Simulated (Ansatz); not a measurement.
# 1T-SiO2 monolayer in a perpendicular field, part 2 of 2

Wanted: the out-of-plane response of the 1T-SiO2 monolayer. A positive field points along +c.

Ansatz 0.2.0; plane-wave DFT, PBE-D3(BJ), Ansatz PAW (set soft_1); PAW set soft_1.

So far. Step 2 (Relaxing the slab): The lattice constant a goes from 2.422 to 2.688 Å.

## 3. Single point, field 0

A sawtooth potential applies the field, turning back in the middle of the vacuum. With the dipole correction the typed value is the field outside the slab. The induced dipole is small, so the SCF threshold is tight.

The cell differs from the one that the last finished run ended in (c 34.759 → 19.835 Å).

File input.yaml:

```yaml
crystal:
  lattice:
    - [2.6878515281, 0.0, 0.0]
    - [-1.3439257641, 2.327747705, 0.0]
    - [0.0, 0.0, 19.8351005569]
  atoms:
    - { symbol: O, position: [0.6666666667, 0.3333333333, 0.4537410826] }
    - { symbol: Si, position: [0.0, 0.0, 0.5] }
    - { symbol: O, position: [0.3333333333, 0.6666666667, 0.5462589174] }
kpoints:
  mp_grid: { grid: [24, 24, 1] }
  band_path:
    path: [[0, 0, 0], [0.5, 0, 0], [0.33333333, 0.33333333, 0], [0, 0, 0]]
    npoints: 16
hamiltonian:
  xc: pbe
  dispersion: d3bj
  pseudopotentials: { kind: paw, azcp: { folder: soft_1 } }
scf:
  occupations: { method: fermi_dirac, width: 0.02585 }
  convergence: { dr2_threshold: 1.0e-10 }
efield:
  axis: 3
  dipole_correction: true
  ramp_position: 0.97
  ramp_width: 0.06
  amplitude: 0
output:
  dos: { projected: true, e_range: [-6, 5] }
  write_potential: true
  write_density: true
  volumetric_format: npy
  elf: true
```

The run is started by

```bash
ansatz run input.yaml --threads 2 --pin off --max-ram 3072MiB --backend cpu --events-out ev --progress --plain --runs-dir out
```

Numbers of over 12 decimals in the logs are rounded to 6 here.

The program printed:

```text
[...]
Crystal: 3 atoms, lattice volume = 124.101 Å³
Basis set: ecut = 420 eV, 2485 PW (Γ)
Bands: 12, of which v1, the nominal top of the filled ones, is band 8 counted from 1 (7 counted from 0)
Symmetry: 6 space group operations
k-points: 61 of 576 (time reversal used)
[...]
SCF iter   1: F=—  HF=-1775.600645 eV  |F-HF|=—  |Δ(HF+E_count)|=         —  Δρ=8.10e-2  dr2=6.97e0  ethr=3.10e-3  p=0.000 e·Å  D=6.25e-14 V/Å  ΔV_dip=-0.00 eV  dr2_dipole=3.47e-8  V_vac-E_F(+/−)=8.14/8.14 eV  ⟨swp⟩=10.3  Hψ=7285  notcnv=0
efield: sawtooth ramp at fractional position 0.9700 (set: `efield.ramp_position`, or a place that a band, a saddle search or an elastic batch's reference lends), width 0.0600; the density the first Hamiltonian is built on has a dipole p = 0.000 e·Å; the dipole correction subtracts the counter field D = 6.25e-14 V/Å, which shifts the + side's vacuum level by -0.00 eV against the − side's; the planar-averaged density in the ramp window peaks in size at 1.5e-6 e/Å³
[...]
SCF iter   2: F=—  HF=-1773.777846 eV  |F-HF|=—  |Δ(HF+E_count)|=    1.82e0  Δρ=3.87e-2  dr2=8.68e-1  ethr=3.10e-3  p=0.000 e·Å  D=1.59e-4 V/Å  ΔV_dip=-0.00 eV  dr2_dipole=1.46e-7  V_vac-E_F(+/−)=5.74/5.74 eV  ⟨swp⟩=4.8  Hψ=3013  notcnv=0
[...]
SCF iter  10: F=-1773.549817 eV  HF=-1773.549817 eV  |F-HF|=2.27e-12  |Δ(HF+E_count)|=   1.12e-9  Δρ=3.46e-7  dr2=7.94e-11  ethr=1.00e-12  p=-0.000 e·Å  D=-4.51e-7 V/Å  ΔV_dip=0.00 eV  dr2_dipole=4.58e-13  V_vac-E_F(+/−)=5.58/5.58 eV  ⟨swp⟩=4.0  Hψ=4133  notcnv=0
SCF 1 converged in 10 iterations: F = -1773.549817 eV  dr2 = 7.94e-11
[...]
NSCF: frozen V_eff on 49 k-points
efield: sawtooth ramp at fractional position 0.9700 (kept from the solve that this one continues, or follows in the run), width 0.0600; the density the first Hamiltonian is built on has a dipole p = -0.000 e·Å; the dipole correction subtracts the counter field D = -4.51e-7 V/Å, which shifts the + side's vacuum level by +0.00 eV against the − side's; the planar-averaged density in the ramp window peaks in size at 2.5e-6 e/Å³
[...]
SCF converged after 10 iterations
Free energy (F): -1773.549817 eV
[...]
Internal energy: -1773.549817 eV  (E = F + TS)
E sigma→0 (E₀):  -1773.549817 eV
Fermi energy:    -2.191327 eV
Dipole field:    D = 0.000001 V/Å  (p = 0.000000 e·Å, saw-weighted, corrected)
Work function:   Φ+ = 5.5797 eV   Φ− = 5.5795 eV
Levels:          The Fermi level and band energies are counted from a zero that moves with the ramp; work functions are not
[...]
--- Band table (eV; the first three rows and the last of 61) ---
  k-point 0: bands = [... 4 lower, -7.5004, -6.4423, -6.4423, -6.1830, 1.1226, 2.8615, 3.1996, 3.2392]
  k-point 1: bands = [... 4 lower, -7.5488, -6.5441, -6.4357, -6.0944, 1.2374, 2.9324, 3.2480, 3.3103]
  k-point 2: bands = [... 4 lower, -7.6810, -6.8307, -6.4248, -5.9245, 1.5513, 3.1130, 3.3915, 3.5355]
  k-point 60: bands = [... 4 lower, -11.1184, -9.5133, -6.2109, -6.2109, 5.1017, 8.4254, 8.4427, 8.4427]
```

Elapsed: 9 s, on 2 threads of Arm Neoverse V2, shared host; peak memory 0.42 GiB; 18 s of CPU time.

Numbers from this step:

```
gap on the k-mesh                  : 6.729 eV
dipole along the normal            : 4.83e-7 e·Å
gap along the path                 : 6.725 eV
smallest direct gap along the path : 7.306 eV
ionisation energy, upper face      : 8.991 eV
electron affinity, upper face      : 2.266 eV
gap, the smaller of path and mesh  : 6.725 eV
```

Running mean over a fixed 2.8 Å (it still follows the layers) of the planar mean; the ramp of the sawtooth is left out. The electron's electrostatic potential energy less the Fermi level by z:

```
z (Å)  electron's electrostatic potential energy less the Fermi level (eV)
  3.0                                                                 5.58
  3.5                                                                 5.58
  4.0                                                                 5.58
  4.5                                                                 5.58
  5.0                                                                 5.58
  5.5                                                                 5.58
  6.0                                                                 5.57
  6.5                                                                 5.53
  7.0                                                                 5.22
  7.5                                                                 3.46
  8.0                                                               0.0637
  8.5                                                                -3.79
  9.0                                                                -7.60
  9.5                                                                -11.0
 10.0                                                                -12.2
 10.5                                                                -10.0
 11.0                                                                -6.31
 11.5                                                                -2.55
 12.0                                                                 1.32
 12.5                                                                 4.26
 13.0                                                                 5.40
 13.5                                                                 5.55
 14.0                                                                 5.57
 14.5                                                                 5.58
 15.0                                                                 5.58
 15.5                                                                 5.58
 16.0                                                                 5.58
 16.5                                                                 5.58
```

The density of states has structure finer than the step of the table below, so its rows give means over 0.5 eV, whole bins alone (the curve runs from -6 to 5 eV). Peaks (eV: height): -5.64: 3.59, -4.65: 5.60, -3.85: 3.81, -3.46: 9.00.

The density of states by energy, zero at the Fermi level of the run, which the smearing sets inside the gap; means over each step:

energy (eV), density of states (states/eV a cell) and a bar:
```
     -5.5       2.17 ######################
     -5.0       1.46 ###############
     -4.5       2.89 ##############################
     -4.0       1.68 #################
     -3.5       2.55 ##########################
     -3.0       0.00 
     -2.5       0.00 
     -2.0       0.00 
     -1.5       0.00 
     -1.0       0.00 
     -0.5       0.00 
      0.0       0.00 
      0.5       0.00 
      1.0       0.00 
      1.5       0.00 
      2.0       0.00 
      2.5       0.00 
      3.0       0.00 
      3.5       0.10 #
      4.0       0.14 #
      4.5       0.18 ##
```

Projected DOS per atom over height of the atomic layer and energy from the Fermi level. Layers: O Si O from below.

Ten even steps from '0' (0.00 states/eV) to '9' (1.27 states/eV), each cell a mean:
```
010
000
000
000
000
000
000
000
000
000
000
000
000
000
000
000
404
909
606
909
505
717
```
Columns: height of the atomic layer (Å) from 9 to 10.8; rows upwards: energy from the Fermi level (eV) from -5.96 to 4.93.

Electronic bands along the path, in eV, zero at the Fermi level of the run, which the smearing sets inside the gap:

```
  point  band 5  band 6  band 7  band 8  band 9  band 10  band 11  band 12
      Γ   -5.31   -4.25   -4.25   -3.99    3.31     5.05     5.39     5.43
halfway   -6.35   -5.97   -4.37   -3.47    5.47     6.25     6.84     7.30
      M   -7.08   -5.05   -4.68   -4.21    4.75     7.11     9.33    11.22
halfway   -8.25   -6.12   -4.44   -3.91    6.14     8.44     9.82    11.37
      K   -8.93   -7.32   -4.02   -4.02    7.29    10.62    10.63    10.63
halfway   -7.15   -5.24   -5.12   -3.42    6.15     7.09     7.18     7.99
      Γ   -5.31   -4.25   -4.25   -3.99    3.31     5.05     5.39     5.43
```

The electronic bands as a text plot (rows in eV, shown from -11.4 to 5.4 only):

```
    5.1 |++++   +++  +++++++++++++                     +++   ++++
    4.4 |    +++                                          ++
    3.7 | +++                                               ++++
    3.0 |+                                                      +
    2.3 |
    1.6 |
    0.9 |
    0.2 |
   -0.5 |
   -1.2 |
   -1.9 |
   -2.6 |
   -3.3 |    *********                         **************
   -4.0 |***********  *************************             *****
   -4.7 |  ****     *****************        ******   *********
   -5.4 |********     *******  ***               ********   *****
   -6.1 |   *  *******            ***          **         *****
   -6.8 |    ***    ***********      **     ***     ********
   -7.5 |   *******            ***     *****    ****     ****
   -8.2 |***    ******            ***       ****      ***    ****
   -8.9 |          *  ****         **********      ***
   -9.6 |           **    *********          *******
  -10.3 |             **                       **
  -11.0 |               ***********************
         Γ                   M           K                      Γ
```

Valence density in the ca plane at fractional y = 0.000, with atoms of Si within 0.2 Å of it. It is the smooth field of the valence electrons, not physical close to the nuclei.

Values in e/Å³, 5 rows by 16 columns, each cell a mean:
```
0.00 0.00 0.00 0.00 0.00 0.00 0.02 0.22 0.26 0.26 0.04 0.00 0.00 0.00 0.00 0.00
0.00 0.00 0.00 0.00 0.00 0.00 0.04 0.44 0.46 0.50 0.08 0.00 0.00 0.00 0.00 0.00
0.00 0.00 0.00 0.00 0.00 0.00 0.06 0.57 0.48 0.63 0.10 0.00 0.00 0.00 0.00 0.00
0.00 0.00 0.00 0.00 0.00 0.00 0.03 0.34 0.41 0.41 0.06 0.00 0.00 0.00 0.00 0.00
0.00 0.00 0.00 0.00 0.00 0.00 0.02 0.18 0.19 0.21 0.03 0.00 0.00 0.00 0.00 0.00
```
Columns run along c (16.0 Å, from fractional 0.07 to 0.88 of the cell), rows up along a (2.7 Å). Atoms in or near the plane, at fractional coordinates: Si at (0.50, 0.00).

ELF in the ca plane at fractional y = 0.000, with atoms of Si within 0.2 Å of it. It is the smooth field of the valence electrons, not physical close to the nuclei.

Ten even steps from '0' (0.00) to '9' (0.70), each cell a mean:
```
00000000000000000000232223210000000000000000
00000000000000000013575347531000000000000000
00000000000000000136897359874100000000000000
00000000000000000258996259996310000000000000
00000000000000000148996359985200000000000000
00000000000000000024686358752100000000000000
00000000000000000001354235310000000000000000
00000000000000000000122422200000000000000000
```
Columns run along c (16.0 Å, from fractional 0.07 to 0.88 of the cell), rows up along a (2.7 Å). Atoms in or near the plane, at fractional coordinates: Si at (0.50, 0.00).

Electrostatic potential energy in the ca plane at fractional y = 0.000, with atoms of Si within 0.2 Å of it. With pseudopotentials it is smooth inside the atoms' cores, unlike the true potential.

Values in eV, 5 rows by 16 columns, each cell a mean:
```
  3   3   3   3   3   3   3  -9 -31 -15   2   3   3   3   3   3
  3   3   3   3   3   3   3  -3 -16  -6   2   3   3   3   3   3
  3   3   3   3   3   3   3  -3  -7  -5   2   3   3   3   3   3
  3   3   3   3   3   3   3  -5 -25  -9   2   3   3   3   3   3
  3   3   3   3   3   3   2 -11 -26 -17   2   3   3   3   3   3
```
Columns run along c (16.0 Å, from fractional 0.07 to 0.88 of the cell; values clipped at the 3rd and 97th percentile), rows up along a (2.7 Å). Atoms in or near the plane, at fractional coordinates: Si at (0.50, 0.00).

The gap is 6.73 eV, with the valence edge 8.99 eV and the conduction edge 2.27 eV under the upper vacuum level.

## 4. Atoms held, field 0.1 V/Å

input.yaml: that of step 3 with these lines changed.

```diff
@@ -24,7 +24,6 @@
   dipole_correction: true
-  ramp_position: 0.97
-  ramp_width: 0.06
-  amplitude: 0
+  ramp_position: 0.9173
+  ramp_width: 0.1654
+  amplitude: 0.1
 output:
-  dos: { projected: true, e_range: [-6, 5] }
   write_potential: true
@@ -32,2 +31 @@
   volumetric_format: npy
-  elf: true
```

The program printed:

```text
[...]
Crystal: 3 atoms, lattice volume = 124.101 Å³
Basis set: ecut = 420 eV, 2485 PW (Γ)
Bands: 12, of which v1, the nominal top of the filled ones, is band 8 counted from 1 (7 counted from 0)
Symmetry: 6 space group operations
k-points: 61 of 576 (time reversal used)
[...]
--- Band table (eV; the first three rows and the last of 61) ---
  k-point 0: bands = [... 4 lower, -7.5010, -6.4423, -6.4423, -6.1832, 1.1195, 2.7792, 2.9979, 3.4329]
  k-point 1: bands = [... 4 lower, -7.5493, -6.5441, -6.4356, -6.0945, 1.2340, 2.8333, 3.0787, 3.4889]
  k-point 2: bands = [... 4 lower, -7.6815, -6.8307, -6.4248, -5.9246, 1.5472, 2.9826, 3.3020, 3.6676]
  k-point 60: bands = [... 4 lower, -11.1106, -9.5135, -6.2255, -6.1967, 5.1014, 8.4196, 8.4413, 8.4430]
[key lines of the parts left out:]
SCF converged after 11 iterations
Free energy (F): -1773.550288 eV
Fermi energy:    -2.192923 eV
Dipole field:    D = 0.013736 V/Å  (p = 0.009421 e·Å, saw-weighted, corrected)
```

The job ended after 11 s (2 threads; peak memory 0.39 GiB; 18 s of CPU time).

The dipole is 0.00942 e·Å, and the gap 6.722 eV.

## 5. Single point, field -0.1 V/Å

input.yaml: that of step 4 with these lines changed.

```diff
@@ -26,3 +26,3 @@
   ramp_width: 0.1654
-  amplitude: 0.1
+  amplitude: -0.1
 output:
```

The program printed:

```text
[...]
Crystal: 3 atoms, lattice volume = 124.101 Å³
Basis set: ecut = 420 eV, 2485 PW (Γ)
Bands: 12, of which v1, the nominal top of the filled ones, is band 8 counted from 1 (7 counted from 0)
Symmetry: 6 space group operations
k-points: 61 of 576 (time reversal used)
[...]
--- Band table (eV; the first three rows and the last of 61) ---
  k-point 0: bands = [... 4 lower, -7.5010, -6.4423, -6.4423, -6.1832, 1.1195, 2.7792, 2.9979, 3.4329]
  k-point 1: bands = [... 4 lower, -7.5493, -6.5441, -6.4356, -6.0945, 1.2340, 2.8333, 3.0787, 3.4889]
  k-point 2: bands = [... 4 lower, -7.6815, -6.8307, -6.4248, -5.9246, 1.5472, 2.9826, 3.3020, 3.6676]
  k-point 60: bands = [... 4 lower, -11.1106, -9.5135, -6.2255, -6.1967, 5.1014, 8.4196, 8.4413, 8.4430]
[key lines of the parts left out:]
SCF converged after 11 iterations
Free energy (F): -1773.550288 eV
Fermi energy:    -2.192925 eV
Dipole field:    D = -0.013736 V/Å  (p = -0.009420 e·Å, saw-weighted, corrected)
```

Wall time 9.1 s (2 threads); peak memory 0.4 GiB; 18 s of CPU time.

The dipole is -0.00942 e·Å, and the gap 6.722 eV.

## 6. Response, atoms held

This step: plane-wave DFT, PBE-D3(BJ), Ansatz PAW (set soft_1); response to a field along the normal, atoms held; PAW set soft_1 (Ansatz 0.2.0).

The dipoles give the slope, and the difference of two potentials shows where the field is screened.

Numbers from this step:

```yaml
equivalent_conductor_thickness_p_eps_0ae: 2.725 Å
distance_between_the_outer_atoms: 1.835 Å
```

The dipole of the cell by applied field:

```
applied field (V/Å)  dipole of the cell (e·Å)
            -0.1000                  -0.00942
             0.0000                    4.8e-7
             0.1000                   0.00942
```

Local field over the applied field, running mean. From the potentials at -0.1 and 0.1 V/Å; running mean over 2.5 Å. Local field over applied field against z:

```
z (Å)  local field over applied field
  4.5                           1.000
  5.0                           1.000
  5.5                           0.998
  6.0                           0.993
  6.5                           0.975
  7.0                           0.922
  7.5                           0.811
  8.0                           0.664
  8.5                           0.511
  9.0                           0.381
  9.5                           0.274
 10.0                           0.246
 10.5                           0.303
 11.0                           0.423
 11.5                           0.559
 12.0                           0.715
 12.5                           0.853
 13.0                           0.945
 13.5                           0.983
 14.0                           0.995
 14.5                           0.999
 15.0                           1.000
 15.5                           1.000
```

Electrons, planar mean, per unit field. The induced electron density by z:

```
z (Å)  induced electron density (e/Å³ per V/Å)
 4.11                                   9.4e-8
 4.55                                   3.9e-7
 4.85                                   8.7e-7
 5.29                                   3.1e-6
 5.73                                   1.1e-5
 6.17                                   3.8e-5
 6.46                                   8.5e-5
 6.91                                   2.7e-4
 7.35                                   7.7e-4
 7.79                                  0.00199
 8.08                                  0.00321
 8.52                                  0.00318
 8.96                                  0.00143
 9.26                                  0.00111
 9.70                                 -0.00158
10.14                                  0.00158
10.58                                 -0.00111
10.87                                 -0.00143
11.31                                 -0.00318
11.75                                 -0.00321
12.05                                 -0.00199
12.49                                  -7.7e-4
12.93                                  -2.7e-4
13.37                                  -8.5e-5
13.66                                  -3.8e-5
14.11                                  -1.1e-5
14.55                                  -3.1e-6
14.99                                  -8.7e-7
15.28                                  -3.9e-7
15.72                                  -9.4e-8
```

The smaller of the gaps on the path and on the k-mesh, counted as 0 under 0.03 eV; in a wide-gap layer a fall can come from a state in the tilted vacuum. The gap stays at 6.72 eV for applied field from -0.1 to 0.1 V/Å.

By hand: between -0.1 and 0.1 V/Å the dipole changes by 0.01884 e·Å, a slope of 0.09420 e·Å²/V. A perfect conductor of thickness t has p = ε₀AEt, so t = 180.95 × 0.09420 / 6.257 = 2.72 Å (e/ε₀ = 180.95 V·Å, A in Å²).

The induced dipole is that of a conductor 2.72 Å thick.

## 7. Outcome

| Quantity | Value |
| --- | --- |
| gap without field | 6.73 eV |
| ionisation energy, upper face | 8.99 eV |
| electron affinity, upper face | 2.27 eV |
| equivalent conductor thickness, atoms held | 2.72 Å |

The induced dipole equals that of a perfect conductor 2.72 Å thick, while the outer atoms lie 1.84 Å apart; an out-of-plane ε follows only once a thickness t is chosen, by 1 − 1/ε = 2.72 Å / t. The gap stays within 0.01 eV of 6.73 eV over the fields run, up to 0.1 V/Å in size. Semilocal functionals give gaps that are too small, and excitons are not included.

[Logs are printed without paths, hosts, clocks, repeated set-up lines and the standing remarks that a program may print on its own settings, such as how far it seeks lower states.]

[Hosts, paths, dates, database ids (printed as entryN), source tags and the programs' standing remarks are cut or masked in the printed files.]

[Maps of the electrostatic potential energy from Ansatz leave out the sawtooth potential of an applied field or a dipole correction, so their vacuum need not be flat; planar profiles and work functions include it.]

[The density of states shown here was stored with 400 of the rows of the run's finer table, so its peaks can read low, often by over a quarter, or be missed, and its means over a window can be off by a tenth or more.]
